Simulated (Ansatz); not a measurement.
# Li on Au(111): change of the work function, part 2 of 4

Wanted: Δφ(θ) for Li/Au(111), starting from the fcc site.

Ansatz 0.2.0; plane-wave DFT, PBE, Ansatz PAW.

So far, work function, upper face (eV): step 2 (the clean slab) 5.16.

## 3. Adsorbate added, k-mesh 4×4×1, coverage 0.111 ML

System of this step: Li/Au(111). The cell holds 37 atoms: 36 Au and 1 Li. Cell: a = 8.655 Å, b = 8.655 Å, c = 27.441 Å, α = 90.0°, β = 90.0°, γ = 60.0°. Vacuum lies along c.

The clean slab as it ended is repeated in the plane and the adsorbate is set on one face; the cell's size fixes the coverage, and the k-mesh shrinks with it to keep the sampling density about even. Adsorbate and upper layers relax, since the dipole depends on the height.

Input file input.yaml:

```yaml
crystal:
  lattice:
    - [8.6549870016, 0.0, 0.0]
    - [4.3274935008, 7.4954386128, 0.0]
    - [0.0, 0.0, 27.4414262611]
  atoms:
    - { symbol: Au, position: [0.0, 0.0, 0.3279712911] }
    - { symbol: Au, position: [0.1111111111, 0.1111111111, 0.4138119131] }
    - { symbol: Au, position: [0.2222222222, 0.2222222222, 0.5026194547] }
    - { symbol: Au, position: [0.0, 0.0, 0.5937041798] }
    - { symbol: Au, position: [0.0, 0.3333333333, 0.3279712911] }
    - { symbol: Au, position: [0.1111111111, 0.4444444444, 0.4138119131] }
    - { symbol: Au, position: [0.2222222222, 0.5555555556, 0.5026194547] }
    - { symbol: Au, position: [0.0, 0.3333333333, 0.5937041798] }
    - { symbol: Au, position: [0.0, 0.6666666667, 0.3279712911] }
    - { symbol: Au, position: [0.1111111111, 0.7777777778, 0.4138119131] }
    - { symbol: Au, position: [0.2222222222, 0.8888888889, 0.5026194547] }
    - { symbol: Au, position: [0.0, 0.6666666667, 0.5937041798] }
    - { symbol: Au, position: [0.3333333333, 0.0, 0.3279712911] }
    - { symbol: Au, position: [0.4444444444, 0.1111111111, 0.4138119131] }
    - { symbol: Au, position: [0.5555555556, 0.2222222222, 0.5026194547] }
    - { symbol: Au, position: [0.3333333333, 0.0, 0.5937041798] }
    - { symbol: Au, position: [0.3333333333, 0.3333333333, 0.3279712911] }
    - { symbol: Au, position: [0.4444444444, 0.4444444444, 0.4138119131] }
    - { symbol: Au, position: [0.5555555556, 0.5555555556, 0.5026194547] }
    - { symbol: Au, position: [0.3333333333, 0.3333333333, 0.5937041798] }
    - { symbol: Au, position: [0.3333333333, 0.6666666667, 0.3279712911] }
    - { symbol: Au, position: [0.4444444444, 0.7777777778, 0.4138119131] }
    - { symbol: Au, position: [0.5555555556, 0.8888888889, 0.5026194547] }
    - { symbol: Au, position: [0.3333333333, 0.6666666667, 0.5937041798] }
    - { symbol: Au, position: [0.6666666667, 0.0, 0.3279712911] }
    - { symbol: Au, position: [0.7777777778, 0.1111111111, 0.4138119131] }
    - { symbol: Au, position: [0.8888888889, 0.2222222222, 0.5026194547] }
    - { symbol: Au, position: [0.6666666667, 0.0, 0.5937041798] }
    - { symbol: Au, position: [0.6666666667, 0.3333333333, 0.3279712911] }
    - { symbol: Au, position: [0.7777777778, 0.4444444444, 0.4138119131] }
    - { symbol: Au, position: [0.8888888889, 0.5555555556, 0.5026194547] }
    - { symbol: Au, position: [0.6666666667, 0.3333333333, 0.5937041798] }
    - { symbol: Au, position: [0.6666666667, 0.6666666667, 0.3279712911] }
    - { symbol: Au, position: [0.7777777778, 0.7777777778, 0.4138119131] }
    - { symbol: Au, position: [0.8888888889, 0.8888888889, 0.5026194547] }
    - { symbol: Au, position: [0.6666666667, 0.6666666667, 0.5937041798] }
    - { symbol: Li, position: [0.1111111111, 0.1111111111, 0.6720287089] }
kpoints:
  mp_grid: { grid: [4, 4, 1] }
hamiltonian:
  xc: pbe
scf:
  occupations: { method: fermi_dirac, width: 0.1 }
  convergence: { dr2_threshold: 1.0e-08 }
efield:
  axis: 3
  dipole_correction: true
  ramp_position: 0.97
  ramp_width: 0.06
relax:
  f_tol: 0.02
  max_steps: 60
  constraints:
    - { sites: [0, 1, 4, 5, 8, 9, 12, 13, 16, 17, 20, 21, 24, 25, 28, 29, 32, 33] }
output:
  write_potential: true
  write_density: true
  volumetric_format: npy
```

Started as:

```
> ansatz run input.yaml --threads 4 --pin off --max-ram 16384MiB --backend cpu --events-out ev --progress --plain --runs-dir out
```

Numbers of over 12 decimals in the logs are rounded to 6 here.

What it wrote:

```text
[...]
Crystal: 37 atoms, lattice volume = 1780.206 Å³
Basis set: ecut = 420 eV, 34777 PW (Γ), exchange–correlation on 120×120×384 points (8 copies of the dense FFT grid, shifted against one another)
Bands: 413, of which v1, the nominal top of the filled ones, is band 344 counted from 1 (343 counted from 0)
Symmetry: 6 space group operations
[...]
k-points: 4 of 16 (time reversal used)
[...]
SCF iter   1: F=—  HF=-473575.856768 eV  |F-HF|=—  |Δ(HF+E_count)|=         —  Δρ=2.79e-3  dr2=2.26e0  ethr=1.77e-3  p=0.585 e·Å  D=5.95e-2 V/Å  ΔV_dip=-1.63 eV  dr2_dipole=1.68e-3  V_vac-E_F(+/−)=3.01/4.64 eV  ⟨swp⟩=6.5  Hψ=6464  notcnv=0  defer=152
[...]
SCF iter  10: F=-473575.762538 eV  HF=-473575.762538 eV  |F-HF|=2.78e-8  |Δ(HF+E_count)|=   7.47e-8  Δρ=3.42e-7  dr2=2.37e-9  ethr=1.46e-12  p=0.629 e·Å  D=6.39e-2 V/Å  ΔV_dip=-1.75 eV  dr2_dipole=3.28e-10  V_vac-E_F(+/−)=3.35/5.10 eV  ⟨swp⟩=9.2  Hψ=10430  notcnv=0
SCF 1 converged in 10 iterations: F = -473575.762538 eV  dr2 = 2.37e-9
[...]
relax step   1: F+E_penalty+E_count = -473575.76253762 eV  Δ(F+E_penalty+E_count) = +0.000e0 eV  max|allowed force component| = 4.297e-1 eV/Å  Δτ_max = 0.0000 Å  (10 SCF iters, accepted)
[...]
SCF iter   1: F=—  HF=-473575.801059 eV  |F-HF|=—  |Δ(HF+E_count)|=         —  Δρ=1.73e-3  dr2=1.71e-1  ethr=1.71e-5  p=0.629 e·Å  D=6.39e-2 V/Å  ΔV_dip=-1.75 eV  dr2_dipole=5.39e-2  V_vac-E_F(+/−)=3.37/5.12 eV  ⟨swp⟩=2.0  Hψ=6373  notcnv=0  defer=144
[...]
eigensolver tolerance schedule calibrated: the retry pair's looser diagonalisation under-reported the residual by θ = 0.31 (0.14/decade); ethr = c·dr2/N_el runs at the constant in force after the calibration composes with the one it found (an armed cap, an earlier calibration), c = 5.2e-2
[...]
SCF iter   2: F=—  HF=-473575.798018 eV  |F-HF|=—  |Δ(HF+E_count)|=   3.04e-3  Δρ=1.08e-3  dr2=7.49e-2  ethr=1.30e-5  p=0.532 e·Å  D=5.40e-2 V/Å  ΔV_dip=-1.48 eV  dr2_dipole=1.63e-2  V_vac-E_F(+/−)=3.63/5.12 eV  ⟨swp⟩=3.0  Hψ=2733  notcnv=0  defer=144
[...]
SCF iter   9: F=-473575.787836 eV  HF=-473575.787836 eV  |F-HF|=3.04e-8  |Δ(HF+E_count)|=   1.22e-7  Δρ=4.86e-7  dr2=9.09e-9  ethr=1.00e-12  p=0.495 e·Å  D=5.03e-2 V/Å  ΔV_dip=-1.38 eV  dr2_dipole=2.48e-10  V_vac-E_F(+/−)=3.73/5.11 eV  ⟨swp⟩=10.0  Hψ=10963  notcnv=0
SCF 2 converged in 9 iterations: F = -473575.787836 eV  dr2 = 9.09e-9
[...]
relax step   2: F+E_penalty+E_count = -473575.78783603 eV  Δ(F+E_penalty+E_count) = -2.530e-2 eV  max|allowed force component| = 3.240e-1 eV/Å  Δτ_max = 0.1953 Å  (9 SCF iters, accepted)
SCF iter   1: F=—  HF=-473575.807755 eV  |F-HF|=—  |Δ(HF+E_count)|=         —  Δρ=6.10e-4  dr2=2.86e-2  ethr=2.72e-5  p=0.495 e·Å  D=5.03e-2 V/Å  ΔV_dip=-1.38 eV  dr2_dipole=9.84e-3  V_vac-E_F(+/−)=3.72/5.10 eV  ⟨swp⟩=6.0  Hψ=4073  notcnv=0  defer=101
[...]
SCF iter   8: F=-473575.807939 eV  HF=-473575.807939 eV  |F-HF|=3.79e-8  |Δ(HF+E_count)|=   1.76e-7  Δρ=4.78e-7  dr2=4.63e-9  ethr=1.46e-12  p=0.537 e·Å  D=5.46e-2 V/Å  ΔV_dip=-1.50 eV  dr2_dipole=1.56e-10  V_vac-E_F(+/−)=3.61/5.11 eV  ⟨swp⟩=9.8  Hψ=11008  notcnv=0
SCF 3 converged in 8 iterations: F = -473575.807939 eV  dr2 = 4.63e-9
relax step   3: F+E_penalty+E_count = -473575.80793885 eV  Δ(F+E_penalty+E_count) = -2.010e-2 eV  max|allowed force component| = 4.467e-2 eV/Å  Δτ_max = 0.0614 Å  (8 SCF iters, accepted)
SCF iter   1: F=—  HF=-473575.805792 eV  |F-HF|=—  |Δ(HF+E_count)|=         —  Δρ=1.00e-4  dr2=3.44e-4  ethr=1.51e-6  p=0.537 e·Å  D=5.46e-2 V/Å  ΔV_dip=-1.50 eV  dr2_dipole=5.05e-5  V_vac-E_F(+/−)=3.61/5.11 eV  ⟨swp⟩=4.2  Hψ=3448  notcnv=0  defer=161
[...]
SCF iter   7: F=-473575.808265 eV  HF=-473575.808265 eV  |F-HF|=1.41e-8  |Δ(HF+E_count)|=   2.17e-8  Δρ=1.96e-7  dr2=1.48e-9  ethr=1.46e-12  p=0.545 e·Å  D=5.54e-2 V/Å  ΔV_dip=-1.52 eV  dr2_dipole=1.09e-10  V_vac-E_F(+/−)=3.59/5.11 eV  ⟨swp⟩=9.0  Hψ=10167  notcnv=0
SCF 4 converged in 7 iterations: F = -473575.808265 eV  dr2 = 1.48e-9
relax step   4: F+E_penalty+E_count = -473575.80826498 eV  Δ(F+E_penalty+E_count) = -3.261e-4 eV  max|allowed force component| = 7.230e-3 eV/Å  Δτ_max = 0.0141 Å  (7 SCF iters, accepted)
NSCF: frozen V_eff on 4 k-points
[...]
WARN: The output density's exchange-correlation potential varies sharply where the density is thin. Do not read a vacuum level from v_tot or v_xc, or from such a field of the output density. On a cell that repeats whose density bears no net charge and no dipole along the vacuum's axis use v_es (v_loc + v_h of the components); under efield.dipole_correction with no amplitude use v_es + v_field, which holds any externa [...]
SCF converged after 7 iterations
Free energy (F): -473575.808265 eV
[...]
Internal energy: -473575.180702 eV  (E = F + TS)
E sigma→0 (E₀):  -473575.494483 eV
Entropy (-TS):   -0.627563 eV (-16.961 meV/atom)
Fermi energy:    4.293110 eV
Dipole field:    D = 0.055393 V/Å  (p = 0.544958 e·Å, saw-weighted, corrected)
Work function:   Φ+ = 3.5860 eV   Φ− = 5.1061 eV
[...]
--- Forces (eV/Å), atoms counted from 1 ---
  atom   1  Au     0.00406394     0.00234631    -0.47737627
  atom   2  Au    -0.00000000     0.00000000     0.44727996
  atom   3  Au    -0.00250708    -0.00144746     0.00377929
  atom   4  Au     0.00198660     0.00114697    -0.00086843
  atom   5  Au     0.00000000    -0.00469263    -0.47737627
  atom   6  Au     0.01345946     0.01325638     0.47743798
  atom   7  Au    -0.00001725     0.00000996     0.00271728
  atom   8  Au    -0.00000000    -0.00229393    -0.00086843
  atom   9  Au    -0.00895683     0.00517123    -0.48677483
  atom  10  Au    -0.00475064    -0.01828443     0.47743798
  atom  11  Au    -0.00000000     0.00289492     0.00377929
  atom  12  Au     0.00085949    -0.00049623    -0.00060803
  atom  13  Au    -0.00406394     0.00234631    -0.47737627
  atom  14  Au     0.01821009     0.00502804     0.47743798
  atom  15  Au     0.00000000    -0.00001992     0.00271728
  atom  16  Au    -0.00198660     0.00114697    -0.00086843
  atom  17  Au     0.00050403     0.00029100    -0.47193733
  atom  18  Au    -0.00000000     0.00000000     0.50792673
  atom  19  Au     0.00001725     0.00000996     0.00271728
  atom  20  Au    -0.00114255    -0.00065965     0.00145303
  atom  21  Au     0.00000000    -0.00058200    -0.47193733
  atom  22  Au     0.00475064    -0.01828443     0.47743798
  atom  23  Au    -0.00235216     0.00135802     0.00378445
  atom  24  Au    -0.00000000     0.00131930     0.00145303
  atom  25  Au     0.00000000    -0.01034245    -0.48677483
  atom  26  Au    -0.01821009     0.00502804     0.47743798
  atom  27  Au     0.00250708    -0.00144746     0.00377929
  atom  28  Au    -0.00000000     0.00099246    -0.00060803
  atom  29  Au    -0.00050403     0.00029100    -0.47193733
  atom  30  Au    -0.01345946     0.01325638     0.47743798
  atom  31  Au    -0.00000000    -0.00271604     0.00378445
  atom  32  Au     0.00114255    -0.00065965     0.00145303
  atom  33  Au     0.00895683     0.00517123    -0.48677483
  atom  34  Au    -0.00000000    -0.00000000     0.46488409
  atom  35  Au     0.00235216     0.00135802     0.00378445
  atom  36  Au    -0.00085949    -0.00049623    -0.00060803
  atom  37  Li     0.00000000    -0.00000000    -0.00723038
  max |Σ_I F_I| component: 4.30e-6 eV/Å
--- Band table (eV) ---
  k-point 0: bands = [... 340 lower, 2.7427, 3.3434, 3.3434, 3.3525, 3.4601, 3.4601, 3.4707, 4.1391, ... 65 higher]
  k-point 1: bands = [... 340 lower, 3.1972, 3.2045, 3.2651, 3.3902, 4.2781, 4.3062, 4.6151, 4.6432, ... 65 higher]
  k-point 2: bands = [... 340 lower, 4.2790, 4.2809, 4.2833, 4.2848, 4.8098, 4.8138, 4.8162, 4.8308, ... 65 higher]
  k-point 3: bands = [... 340 lower, 4.2795, 4.2876, 4.2926, 4.3075, 4.3677, 4.4416, 4.8167, 4.8443, ... 65 higher]
--- Relaxed structure (4 steps of the walk, 4 accepted, 0 SCFs on fresh bases) ---
  F+E_penalty+E_count = -473575.80826498 eV   max|allowed force component| = 7.230e-3 eV/Å
  atoms:
    - { symbol: Au, position: [1.111111328069972e-11, 1.1111113280699722e-11, 0.327971] }
    - { symbol: Au, position: [0.111111, 0.111111, 0.413812] }
    - { symbol: Au, position: [0.222214, 0.222214, 0.502572] }
    - { symbol: Au, position: [-0.00114518, -0.00114518, 0.595013] }
    - { symbol: Au, position: [1.1111084274872951e-11, 0.333333, 0.327971] }
    - { symbol: Au, position: [0.111111, 0.444444, 0.413812] }
    - { symbol: Au, position: [0.222465, 0.555434, 0.503150] }
    - { symbol: Au, position: [-0.00114518, 0.335624, 0.595013] }
    - { symbol: Au, position: [-2.2222224060897133e-11, 0.666667, 0.327971] }
    - { symbol: Au, position: [0.111111, 0.777778, 0.413812] }
    - { symbol: Au, position: [0.222214, 0.888905, 0.502572] }
    - { symbol: Au, position: [-0.000103007, 0.666718, 0.594622] }
    - { symbol: Au, position: [0.333333, 1.1111113280699722e-11, 0.327971] }
    - { symbol: Au, position: [0.444444, 0.111111, 0.413812] }
    - { symbol: Au, position: [0.555434, 0.222465, 0.503150] }
    - { symbol: Au, position: [0.335624, -0.00114518, 0.595013] }
    - { symbol: Au, position: [0.333333, 0.333333, 0.327971] }
    - { symbol: Au, position: [0.444444, 0.444444, 0.413812] }
    - { symbol: Au, position: [0.555434, 0.555434, 0.503150] }
    - { symbol: Au, position: [0.333254, 0.333254, 0.595346] }
    - { symbol: Au, position: [0.333333, 0.666667, 0.327971] }
    - { symbol: Au, position: [0.444444, 0.777778, 0.413812] }
    - { symbol: Au, position: [0.555411, 0.888961, 0.502615] }
    - { symbol: Au, position: [0.333254, 0.666824, 0.595346] }
    - { symbol: Au, position: [0.666667, -2.2222204306928902e-11, 0.327971] }
    - { symbol: Au, position: [0.777778, 0.111111, 0.413812] }
    - { symbol: Au, position: [0.888905, 0.222214, 0.502572] }
    - { symbol: Au, position: [0.666718, -0.000103007, 0.594622] }
    - { symbol: Au, position: [0.666667, 0.333333, 0.327971] }
    - { symbol: Au, position: [0.777778, 0.444444, 0.413812] }
    - { symbol: Au, position: [0.888961, 0.555411, 0.502615] }
    - { symbol: Au, position: [0.666824, 0.333254, 0.595346] }
    - { symbol: Au, position: [0.666667, 0.666667, 0.327971] }
    - { symbol: Au, position: [0.777778, 0.777778, 0.413812] }
    - { symbol: Au, position: [0.888961, 0.888961, 0.502615] }
    - { symbol: Au, position: [0.666718, 0.666718, 0.594622] }
    - { symbol: Li, position: [0.111111, 0.111111, 0.667663] }
```

It took 11 min on 4 threads of Arm Neoverse V1, shared host; peak memory 12 GiB; 33 min of CPU time.

Relaxation path:

| step | energy less that of the first step (eV) | largest force component (eV/Å) |
| --- | --- | --- |
| 1 | 0.0000 | 0.4297 |
| 2 | -0.0253 | 0.3240 |
| 3 | -0.0454 | 0.0447 |
| 4 | -0.0457 | 0.0072 |

The run keeps the 6 symmetry operations that it works with, so distortions that break them were not tested.

The atoms that moved most (Å):

| atom | dx | dy | dz | length |
| --- | --- | --- | --- | --- |
| Li37 | 0.000 | 0.000 | -0.120 | 0.120 |
| Au32 | 0.001 | -0.001 | 0.045 | 0.045 |
| Au20 | -0.001 | -0.001 | 0.045 | 0.045 |
| Au24 | 0.000 | 0.001 | 0.045 | 0.045 |
| Au8 | 0.000 | 0.017 | 0.036 | 0.040 |
| Au4 | -0.015 | -0.009 | 0.036 | 0.040 |
| Au16 | 0.015 | -0.009 | 0.036 | 0.040 |
| Au12 | -0.001 | 0.000 | 0.025 | 0.025 |

Final coordinates:

```
Au Li
1.0
     8.65499    0.00000    0.00000
     4.32749    7.49544    0.00000
     0.00000    0.00000   27.44143
Au Li
36 1
Direct
  0.00000 0.00000 0.32797
  0.11111 0.11111 0.41381
  0.22221 0.22221 0.50257
  0.99885 0.99885 0.59501
  0.00000 0.33333 0.32797
  0.11111 0.44444 0.41381
  0.22247 0.55543 0.50315
  0.99885 0.33562 0.59501
  0.00000 0.66667 0.32797
  0.11111 0.77778 0.41381
  0.22221 0.88890 0.50257
  0.99990 0.66672 0.59462
  0.33333 0.00000 0.32797
  0.44444 0.11111 0.41381
  0.55543 0.22247 0.50315
  0.33562 0.99885 0.59501
  0.33333 0.33333 0.32797
  0.44444 0.44444 0.41381
  0.55543 0.55543 0.50315
  0.33325 0.33325 0.59535
  0.33333 0.66667 0.32797
  0.44444 0.77778 0.41381
  0.55541 0.88896 0.50262
  0.33325 0.66682 0.59535
  0.66667 0.00000 0.32797
  0.77778 0.11111 0.41381
  0.88890 0.22221 0.50257
  0.66672 0.99990 0.59462
  0.66667 0.33333 0.32797
  0.77778 0.44444 0.41381
  0.88896 0.55541 0.50262
  0.66682 0.33325 0.59535
  0.66667 0.66667 0.32797
  0.77778 0.77778 0.41381
  0.88896 0.88896 0.50262
  0.66672 0.66672 0.59462
  0.11111 0.11111 0.66766
```

Numbers from this step:

```
energy at zero smearing        : -473575.4945 eV
work function, upper face      : 3.586 eV
work function, lower face      : 5.106 eV
dipole along the normal        : 0.5450 e·Å
step between the vacuum levels : -1.520 eV
```

Running mean over 2.356 Å of the planar mean; the ramp of the sawtooth is left out. Electron's electrostatic potential energy less the Fermi level against z:

z (Å), electron's electrostatic potential energy less the Fermi level (eV) and a bar from the least value:
```
      3.5       5.11 ##############################
      4.0       5.11 ##############################
      4.5       5.10 ##############################
      5.0       5.10 ##############################
      5.5       5.09 ##############################
      6.0       5.04 ##############################
      6.5       4.85 #############################
      7.0       4.06 ############################
      7.5       1.07 #####################
      8.0      -3.45 ###########
      8.5      -7.05 ####
      9.0      -8.28 #
      9.5      -8.54 
     10.0      -8.64 
     10.5      -8.68 
     11.0      -8.71 
     11.5      -8.64 
     12.0      -8.24 #
     12.5      -7.94 ##
     13.0      -8.07 #
     13.5      -8.47 #
     14.0      -8.43 #
     14.5      -7.62 ##
     15.0      -7.03 ####
     15.5      -7.32 ###
     16.0      -8.09 #
     16.5      -8.02 ##
     17.0      -6.32 #####
     17.5      -2.47 ##############
     18.0       1.44 ######################
     18.5       3.17 ##########################
     19.0       3.42 ##########################
     19.5       3.48 ##########################
     20.0       3.56 ###########################
     20.5       3.58 ###########################
     21.0       3.58 ###########################
     21.5       3.59 ###########################
     22.0       3.59 ###########################
     22.5       3.59 ###########################
     23.0       3.59 ###########################
     23.5       3.59 ###########################
     24.0       3.59 ###########################
```

The relaxation took 4 steps and lowered the energy by 0.046 eV; the largest force on the free atoms ends at 0.0072 eV/Å.

The covered face has 3.59 eV, -1.58 eV against the clean one; the bare back face has moved by +0.02 eV, a measure of how thin the slab is.

(Part 2 of 4 ends here.)

[Logs are printed without paths, hosts, clocks, repeated set-up lines and the standing remarks that a program may print on its own settings, such as how far it seeks lower states.]

[Hosts, paths, dates, database ids (printed as entryN), source tags and the programs' standing remarks are cut or masked in the printed files.]

[Maps of the electrostatic potential energy from Ansatz leave out the sawtooth potential of an applied field or a dipole correction, so their vacuum need not be flat; planar profiles and work functions include it.]
